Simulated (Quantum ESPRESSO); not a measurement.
# Collinear magnetic orders of BeCo with Quantum ESPRESSO

Does BeCo prefer parallel or opposed moments, or none?

Program: Quantum ESPRESSO 7.5. Level of theory: BLYP; plane waves with GBRV 1.5 PBEsol potentials, no spin-orbit coupling. Results are calculated unless marked as measured.

### 1. Set-up

Symmetry: Pm-3m, No. 221, cubic system. Conventional cell: a = 2.606 Å, b = 2.606 Å, c = 2.606 Å, α = 90.00°, β = 90.00°, γ = 90.00°. Be has 8 Co at 2.26 Å nearest. Nearest to Co lie 8 Be at 2.26 Å. Farther neighbours are not listed.

The cell comes from the Crystallography Open Database.

### 2. Run 1 (ferro +)

The signs are those of the starting moments on the seeded atoms, the atoms that are given a moment.

Contents of pw.in:

```
&CONTROL
  calculation = 'scf'
  prefix = 'pwscf'
  outdir = './tmp'
  pseudo_dir = './pseudo'
  disk_io = 'nowf'
/
&SYSTEM
  ibrav = 0
  celldm(1) = 8
  nat = 2
  ntyp = 2
  ecutwfc = 40
  ecutrho = 280
  nbnd = 18
  input_dft = 'blyp'
  occupations = 'smearing'
  smearing = 'fd'
  degauss = 0.00367493
  nspin = 2
  starting_magnetization(1) = 0
  starting_magnetization(2) = 0.1176
/
&ELECTRONS
  conv_thr = 4d-09
  electron_maxstep = 150
  mixing_beta = 0.3
/
ATOMIC_SPECIES
Be      9.0122 be_pbesol_v1.4.uspp.F.UPF
Co     58.9332 co_pbesol_v1.2.uspp.F.UPF
CELL_PARAMETERS alat
   0.6155782850968    0.0000000000000    0.0000000000000
   0.0000000000000    0.6155782850968    0.0000000000000
   0.0000000000000    0.0000000000000    0.6155782850968
ATOMIC_POSITIONS crystal
Be      0.0000000000    0.0000000000    0.0000000000
Co      0.5000000000    0.5000000000    0.5000000000
K_POINTS automatic
10 10 10 0 0 0
```

Launch:

```sh
OMP_NUM_THREADS=1 mpirun -n 2 pw.x -nk 2 -in pw.in > pw.out
```

The log of the run:

```text
Program PWSCF v.7.5 starts

     IMPORTANT: XC functional enforced from input :
     Exchange-correlation= BLYP
                           (   1   3   1   3   0   0   0)
     Any further DFT definition will be discarded
     Please, verify this is what you really want

     Message from routine setup:
     using ibrav=0 with symmetry is DISCOURAGED, use correct ibrav instead

     K-points division:     npool     =       2
     Subspace diagonalization in iterative solution of the eigenvalue problem:

     G-vector sticks info
     --------------------
     sticks:   dense  smooth     PW     G-vecs:    dense   smooth      PW
     Sum         545     305    101                 9459     4067     799

     Using Slab Decomposition

     bravais-lattice index     =            0
     lattice parameter (alat)  =       8.0000  a.u.
     unit-cell volume          =     119.4318 (a.u.)^3
     number of atoms/cell      =            2
     number of atomic types    =            2
     number of electrons       =        21.00
     number of Kohn-Sham states=           18
     kinetic-energy cutoff     =      40.0000  Ry
     charge density cutoff     =     280.0000  Ry
     scf convergence threshold =      4.0E-09
     mixing beta               =       0.3000
     number of iterations used =            8  plain     mixing
     Exchange-correlation= BLYP
                           (   1   3   1   3   0   0   0)

     celldm(1)=   8.000000  celldm(2)=   0.000000  celldm(3)=   0.000000
     celldm(4)=   0.000000  celldm(5)=   0.000000  celldm(6)=   0.000000

     crystal axes: (cart. coord. in units of alat)
               a(1) = (   0.615578   0.000000   0.000000 )
               a(2) = (   0.000000   0.615578   0.000000 )
               a(3) = (   0.000000   0.000000   0.615578 )

     reciprocal axes: (cart. coord. in units 2 pi/alat)
               b(1) = (  1.624489  0.000000  0.000000 )
               b(2) = (  0.000000  1.624489  0.000000 )
               b(3) = (  0.000000  0.000000  1.624489 )

     PseudoPot. # 1 for Be read from file:
     be_pbesol_v1.4.uspp.F.UPF
     Pseudo is Ultrasoft, Zval =  4.0
     Generated by new atomic code, or converted to UPF format
     Using radial grid of  769 points,  6 beta functions with:
                l(1) =   0
                l(2) =   0
                l(3) =   0
                l(4) =   1
                l(5) =   1
                l(6) =   2
     Q(r) pseudized with 10 coefficients,  rinner =    1.000   1.000   1.000
                                                       1.000   1.000

     PseudoPot. # 2 for Co read from file:
     co_pbesol_v1.2.uspp.F.UPF
     Pseudo is Ultrasoft + core correction, Zval = 17.0
     Generated by new atomic code, or converted to UPF format
     Using radial grid of  863 points,  6 beta functions with:
                l(1) =   0
                l(2) =   0
                l(3) =   1
                l(4) =   1
                l(5) =   2
                l(6) =   2
     Q(r) pseudized with  8 coefficients,  rinner =    1.200   1.200   1.200
                                                       1.200   1.200

     atomic species   valence    mass     pseudopotential
     Be                4.00     9.01220     Be( 1.00)
     Co               17.00    58.93320     Co( 1.00)

     Starting magnetic structure
     atomic species   magnetization
     Be              0.000
     Co              0.118

     48 Sym. Ops., with inversion, found

   Cartesian axes

     site n.     atom                  positions (alat units)
         1        Be     tau(   1) = (   0.0000000   0.0000000   0.0000000  )
         2        Co     tau(   2) = (   0.3077891   0.3077891   0.3077891  )

     number of k points=    56  Fermi-Dirac smearing, width (Ry)=  0.0037
                       cart. coord. in units 2pi/alat
        k(    1) = (   0.0000000   0.0000000   0.0000000), wk =   0.0010000
        k(    2) = (   0.0000000   0.0000000   0.1624489), wk =   0.0060000
        k(    3) = (   0.0000000   0.0000000   0.3248978), wk =   0.0060000
        k(    4) = (   0.0000000   0.0000000   0.4873466), wk =   0.0060000
        k(    5) = (   0.0000000   0.0000000   0.6497955), wk =   0.0060000
        [... 51 further k-points ...]

     Dense  grid:     9459 G-vectors     FFT dimensions: (  27,  27,  27)

     Smooth grid:     4067 G-vectors     FFT dimensions: (  20,  20,  20)

     Check: negative core charge=   -0.000041
     Generating pointlists ...
     new r_m :   0.2199 (alat units)  1.7593 (a.u.) for type    1
     new r_m :   0.2199 (alat units)  1.7593 (a.u.) for type    2

     Initial potential from superposition of free atoms

     starting charge      19.9998, renormalised to      21.0000
     Starting wfcs are   18 randomized atomic wfcs

     Self-consistent Calculation

     iteration #  1     ecut=    40.00 Ry     beta= 0.30
     Davidson diagonalization with overlap
     ethr =  1.00E-02,  avg # of iterations =  3.9

     total energy              =    -322.88453964 Ry
     estimated scf accuracy    <      11.91847713 Ry

     total magnetization       =     0.69 Bohr mag/cell
     absolute magnetization    =     0.93 Bohr mag/cell

     iteration #  2     ecut=    40.00 Ry     beta= 0.30
     Davidson diagonalization with overlap
     ethr =  1.00E-02,  avg # of iterations =  2.4

     total energy              =    -325.84495770 Ry
     estimated scf accuracy    <       8.22161404 Ry

     total magnetization       =     0.07 Bohr mag/cell
     absolute magnetization    =     0.18 Bohr mag/cell

     iteration #  3     ecut=    40.00 Ry     beta= 0.30
     Davidson diagonalization with overlap
     ethr =  1.00E-02,  avg # of iterations =  2.0

     total energy              =    -326.66801326 Ry
     estimated scf accuracy    <       0.04126437 Ry

     total magnetization       =     0.73 Bohr mag/cell
     absolute magnetization    =     0.94 Bohr mag/cell

     [... further iterations left out ...]

     iteration # 13     ecut=    40.00 Ry     beta= 0.30
     Davidson diagonalization with overlap
     ethr =  2.10E-09,  avg # of iterations =  1.9

     total energy              =    -326.66951163 Ry
     estimated scf accuracy    <       0.00000010 Ry

     total magnetization       =     0.34 Bohr mag/cell
     absolute magnetization    =     0.40 Bohr mag/cell

     iteration # 14     ecut=    40.00 Ry     beta= 0.30
     Davidson diagonalization with overlap
     ethr =  4.71E-10,  avg # of iterations =  2.0

     total energy              =    -326.66951222 Ry
     estimated scf accuracy    <       0.00000004 Ry

     total magnetization       =     0.33 Bohr mag/cell
     absolute magnetization    =     0.40 Bohr mag/cell

     iteration # 15     ecut=    40.00 Ry     beta= 0.30
     Davidson diagonalization with overlap
     ethr =  1.77E-10,  avg # of iterations =  1.6

     total energy              =    -326.66951200 Ry
     estimated scf accuracy    <       0.00000001 Ry

     total magnetization       =     0.33 Bohr mag/cell
     absolute magnetization    =     0.40 Bohr mag/cell

     iteration # 16     ecut=    40.00 Ry     beta= 0.30
     Davidson diagonalization with overlap
     ethr =  6.33E-11,  avg # of iterations =  2.5

     Magnetic moment per site  (integrated on atomic sphere of radius R)
     atom   1 (R=0.220)  charge=  3.1755  magn= -0.0178
     atom   2 (R=0.220)  charge= 15.1863  magn=  0.3552

     End of self-consistent calculation

     Number of k-points >= 100: set verbosity='high' to print the bands.

     the Fermi energy is    14.9827 ev

!    total energy              =    -326.66951234 Ry
     estimated scf accuracy    <          2.9E-10 Ry
     smearing contrib. (-TS)   =      -0.00113974 Ry
     internal energy E=F+TS    =    -326.66837260 Ry

     The total energy is F=E-TS. E is the sum of the following terms:
     one-electron contribution =    -196.21938752 Ry
     hartree contribution      =     105.09319004 Ry
     xc contribution           =     -37.67152107 Ry
     ewald contribution        =    -197.87065406 Ry

     total magnetization       =     0.33 Bohr mag/cell
     absolute magnetization    =     0.39 Bohr mag/cell

     convergence has been achieved in  16 iterations

=------------------------------------------------------------------------------=
   JOB DONE.
=------------------------------------------------------------------------------=
```

The job ended after 7 s (2 MPI ranks of Arm Neoverse V2, shared host; peak memory 0.15 GiB).

Spin moment in the atom's sphere by atom:

```tsv
atom	spin moment in the atom's sphere (μB)
Be1	-0.018
Co2	0.355
```

Numbers from this step:

```yaml
smearing_term_ts: 0.01551 eV
magnetization: 0.33 μB
absolute_magnetization: 0.392 μB
final_state: ferromagnetic
```

### 3. Start 2: antiferro q=(1/2,1/2,1/2) +−

The cell is doubled to 4 atoms to hold this order. The wavevector q is in fractions of the reciprocal vectors of the crystal's primitive cell, as the cells of these inputs are built from it; moments change sign between cells as cos(2π q·R).

Contents of pw.in:

```
&CONTROL
  calculation = 'scf'
  prefix = 'pwscf'
  outdir = './tmp'
  pseudo_dir = './pseudo'
  disk_io = 'nowf'
/
&SYSTEM
  ibrav = 0
  celldm(1) = 8
  nat = 4
  ntyp = 3
  ecutwfc = 40
  ecutrho = 280
  nbnd = 30
  input_dft = 'blyp'
  occupations = 'smearing'
  smearing = 'fd'
  degauss = 0.00367493
  nspin = 2
  starting_magnetization(1) = 0
  starting_magnetization(2) = 0.1176
  starting_magnetization(3) = -0.1176
/
&ELECTRONS
  conv_thr = 8d-09
  electron_maxstep = 150
  mixing_beta = 0.3
/
ATOMIC_SPECIES
Be      9.0122 be_pbesol_v1.4.uspp.F.UPF
Co1    58.9332 co_pbesol_v1.2.uspp.F.UPF
Co2    58.9332 co_pbesol_v1.2.uspp.F.UPF
CELL_PARAMETERS alat
   1.2311565701937    0.0000000000000    0.0000000000000
   0.6155782850968    0.6155782850968    0.0000000000000
   0.6155782850968    0.0000000000000    0.6155782850968
ATOMIC_POSITIONS crystal
Be      0.0000000000    0.0000000000    0.0000000000
Be      0.5000000000    0.0000000000    0.0000000000
Co1     0.7500000000    0.5000000000    0.5000000000
Co2     0.2500000000    0.5000000000    0.5000000000
K_POINTS automatic
5 10 10 0 0 0
```

The log of the run:

```text
[banner, memory and clock lines left out]
Program PWSCF v.7.5 starts

     IMPORTANT: XC functional enforced from input :
     Exchange-correlation= BLYP
                           (   1   3   1   3   0   0   0)
     Any further DFT definition will be discarded
     Please, verify this is what you really want

     Message from routine setup:
     using ibrav=0 with symmetry is DISCOURAGED, use correct ibrav instead

     bravais-lattice index     =            0
     lattice parameter (alat)  =       8.0000  a.u.
     unit-cell volume          =     238.8635 (a.u.)^3
     number of atoms/cell      =            4
     number of atomic types    =            3
     number of electrons       =        42.00
     number of Kohn-Sham states=           30
     kinetic-energy cutoff     =      40.0000  Ry
     charge density cutoff     =     280.0000  Ry
     scf convergence threshold =      8.0E-09
     mixing beta               =       0.3000
     number of iterations used =            8  plain     mixing
     Exchange-correlation= BLYP
                           (   1   3   1   3   0   0   0)

     celldm(1)=   8.000000  celldm(2)=   0.000000  celldm(3)=   0.000000
     celldm(4)=   0.000000  celldm(5)=   0.000000  celldm(6)=   0.000000

     crystal axes: (cart. coord. in units of alat)
               a(1) = (   1.231157   0.000000   0.000000 )
               a(2) = (   0.615578   0.615578   0.000000 )
               a(3) = (   0.615578   0.000000   0.615578 )

     reciprocal axes: (cart. coord. in units 2 pi/alat)
               b(1) = (  0.812244 -0.812244 -0.812244 )
               b(2) = (  0.000000  1.624489  0.000000 )
               b(3) = (  0.000000  0.000000  1.624489 )

     PseudoPot. # 1 for Be read from file:
     be_pbesol_v1.4.uspp.F.UPF
     Pseudo is Ultrasoft, Zval =  4.0

     PseudoPot. # 2 for Co read from file:
     co_pbesol_v1.2.uspp.F.UPF
     Pseudo is Ultrasoft + core correction, Zval = 17.0

     PseudoPot. # 3 for Co read from file:
     co_pbesol_v1.2.uspp.F.UPF
     Pseudo is Ultrasoft + core correction, Zval = 17.0

     atomic species   valence    mass     pseudopotential
     Be                4.00     9.01220     Be( 1.00)
     Co1              17.00    58.93320     Co( 1.00)
     Co2              17.00    58.93320     Co( 1.00)

     Starting magnetic structure
     atomic species   magnetization
     Be              0.000
     Co1             0.118
     Co2            -0.118

     48 Sym. Ops., with inversion, found (24 have fractional translation)

   Cartesian axes

     site n.     atom                  positions (alat units)
         1        Be     tau(   1) = (   0.0000000   0.0000000   0.0000000  )
         2        Be     tau(   2) = (   0.6155783   0.0000000   0.0000000  )
         3        Co1    tau(   3) = (   1.5389457   0.3077891   0.3077891  )
         4        Co2    tau(   4) = (   0.9233674   0.3077891   0.3077891  )

     number of k points=    28  Fermi-Dirac smearing, width (Ry)=  0.0037
                       cart. coord. in units 2pi/alat
        k(    1) = (   0.0000000   0.0000000   0.0000000), wk =   0.0020000
        k(    2) = (   0.0000000   0.0000000   0.1624489), wk =   0.0120000
        k(    3) = (   0.0000000   0.0000000   0.3248978), wk =   0.0120000
        k(    4) = (   0.0000000   0.0000000   0.4873466), wk =   0.0120000
        k(    5) = (   0.0000000   0.0000000   0.6497955), wk =   0.0120000
        [... 23 further k-points ...]

     Dense  grid:    18907 G-vectors     FFT dimensions: (  54,  40,  40)

     Smooth grid:     8099 G-vectors     FFT dimensions: (  40,  30,  30)

     Check: negative core charge=   -0.000041
     Generating pointlists ...
     new r_m :   0.2199 (alat units)  1.7593 (a.u.) for type    1
     new r_m :   0.2199 (alat units)  1.7593 (a.u.) for type    2
     new r_m :   0.2199 (alat units)  1.7593 (a.u.) for type    3

     Initial potential from superposition of free atoms

     starting charge      39.9997, renormalised to      42.0000
     Starting wfcs are   36 randomized atomic wfcs

     Self-consistent Calculation

     iteration #  1     ecut=    40.00 Ry     beta= 0.30
     Davidson diagonalization with overlap
     ethr =  1.00E-02,  avg # of iterations =  2.6

     total energy              =    -645.89308122 Ry
     estimated scf accuracy    <      23.56979999 Ry

     total magnetization       =    -0.00 Bohr mag/cell
     absolute magnetization    =     1.43 Bohr mag/cell

     iteration #  2     ecut=    40.00 Ry     beta= 0.30
     Davidson diagonalization with overlap
     ethr =  1.00E-02,  avg # of iterations =  3.1

     total energy              =    -651.69241841 Ry
     estimated scf accuracy    <      16.17991308 Ry

     total magnetization       =    -0.00 Bohr mag/cell
     absolute magnetization    =     0.33 Bohr mag/cell

     [... further iterations left out ...]

     iteration # 17     ecut=    40.00 Ry     beta= 0.30
     Davidson diagonalization with overlap
     ethr =  3.56E-11,  avg # of iterations =  1.9

     total energy              =    -653.33872254 Ry
     estimated scf accuracy    <       0.00000001 Ry

     total magnetization       =    -0.00 Bohr mag/cell
     absolute magnetization    =     0.00 Bohr mag/cell

     iteration # 18     ecut=    40.00 Ry     beta= 0.30
     Davidson diagonalization with overlap
     ethr =  2.69E-11,  avg # of iterations =  2.0

     Magnetic moment per site  (integrated on atomic sphere of radius R)
     atom   1 (R=0.220)  charge=  3.1755  magn=  0.0000
     atom   2 (R=0.220)  charge=  3.1755  magn=  0.0000
     atom   3 (R=0.220)  charge= 15.1895  magn= -0.0003
     atom   4 (R=0.220)  charge= 15.1895  magn= -0.0004

     End of self-consistent calculation

     [... lines left out ...]
     the Fermi energy is    14.9545 ev

!    total energy              =    -653.33872254 Ry
     estimated scf accuracy    <          4.6E-10 Ry
     smearing contrib. (-TS)   =      -0.00244184 Ry
     internal energy E=F+TS    =    -653.33628070 Ry

     The total energy is F=E-TS. E is the sum of the following terms:
     one-electron contribution =    -392.48633623 Ry
     hartree contribution      =     210.23517619 Ry
     xc contribution           =     -75.34381255 Ry
     ewald contribution        =    -395.74130812 Ry

     total magnetization       =    -0.00 Bohr mag/cell
     absolute magnetization    =     0.00 Bohr mag/cell

     convergence has been achieved in  18 iterations
```

Elapsed: 31 s, on 2 MPI ranks; peak memory 0.21 GiB; 62 s of CPU time.

Spin moment in the atom's sphere by atom:

```tsv
atom	spin moment in the atom's sphere (μB)
Be1	0.0000
Be2	0.0000
Co3	-0.0003
Co4	-0.0004
```

This step gave:

```yaml
smearing_term_ts: 0.03322 eV
magnetization: 0 μB
absolute_magnetization: 0 μB
final_state: non-magnetic
```

### 4. Run 3 (antiferro q=(0,1/2,1/2) +−)

This order needs a doubled cell of 4 atoms.

pw.in, as its differences from that of step 3:

```diff
@@ -34,11 +34,11 @@
 CELL_PARAMETERS alat
-   1.2311565701937    0.0000000000000    0.0000000000000
-   0.6155782850968    0.6155782850968    0.0000000000000
-   0.6155782850968    0.0000000000000    0.6155782850968
+   0.6155782850968    0.0000000000000    0.0000000000000
+   0.0000000000000    1.2311565701937    0.0000000000000
+   0.0000000000000    0.6155782850968    0.6155782850968
 ATOMIC_POSITIONS crystal
 Be      0.0000000000    0.0000000000    0.0000000000
-Be      0.5000000000    0.0000000000    0.0000000000
-Co1     0.7500000000    0.5000000000    0.5000000000
-Co2     0.2500000000    0.5000000000    0.5000000000
+Be      0.0000000000    0.5000000000    0.0000000000
+Co1     0.5000000000    0.0000000000    0.5000000000
+Co2     0.5000000000    0.5000000000    0.5000000000
 K_POINTS automatic
-5 10 10 0 0 0
+10 5 10 0 0 0
```

The log of the run:

```text
     [... lines left out ...]
Program PWSCF v.7.5 starts
     [... lines left out ...]
     number of atoms/cell      =            4
     [... lines left out ...]
     number of electrons       =        42.00
     number of Kohn-Sham states=           30
     kinetic-energy cutoff     =      40.0000  Ry
     charge density cutoff     =     280.0000  Ry
     scf convergence threshold =      8.0E-09
     [... lines left out ...]
     16 Sym. Ops., with inversion, found ( 8 have fractional translation)
     [... lines left out ...]
     number of k points=    72  Fermi-Dirac smearing, width (Ry)=  0.0037
     [... lines left out ...]
     iteration # 17     ecut=    40.00 Ry     beta= 0.30
     [... lines left out ...]
     Magnetic moment per site  (integrated on atomic sphere of radius R)
     atom   1 (R=0.220)  charge=  3.1757  magn= -0.0000
     atom   2 (R=0.220)  charge=  3.1757  magn= -0.0000
     atom   3 (R=0.220)  charge= 15.1892  magn=  0.0006
     atom   4 (R=0.220)  charge= 15.1892  magn=  0.0003
     [... lines left out ...]
     the Fermi energy is    14.9545 ev
!    total energy              =    -653.33871636 Ry
     estimated scf accuracy    <          5.6E-09 Ry
     smearing contrib. (-TS)   =      -0.00244188 Ry
     [... lines left out ...]
     total magnetization       =     0.00 Bohr mag/cell
     absolute magnetization    =     0.00 Bohr mag/cell
     convergence has been achieved in  17 iterations
```

Elapsed: 48 s, on 2 MPI ranks; peak memory 0.25 GiB; 96 s of CPU time.

Spin moment in the atom's sphere by atom:

```tsv
atom	spin moment in the atom's sphere (μB)
Be1	0.0000
Be2	0.0000
Co3	0.0006
Co4	0.0003
```

Numbers from this step:

- smearing term TS: 0.03322 eV
- magnetization: 0 μB
- absolute magnetization: 0 μB
- final state: non-magnetic

[end of part 1 of 2]

[Logs and program files are shortened in this print: banners, set-up blocks, solver, clock and traceback lines can be left out without a mark of their own.]

[Logs are printed without paths, hosts, clocks, repeated set-up lines and the standing remarks that a program may print on its own settings, such as how far it seeks lower states.]

[Hosts, paths, dates, database ids (printed as entryN), source tags and the programs' standing remarks are cut or masked in the printed files.]

[Where a cell is said to come from a database of computed structures, the database is the Materials Project.]
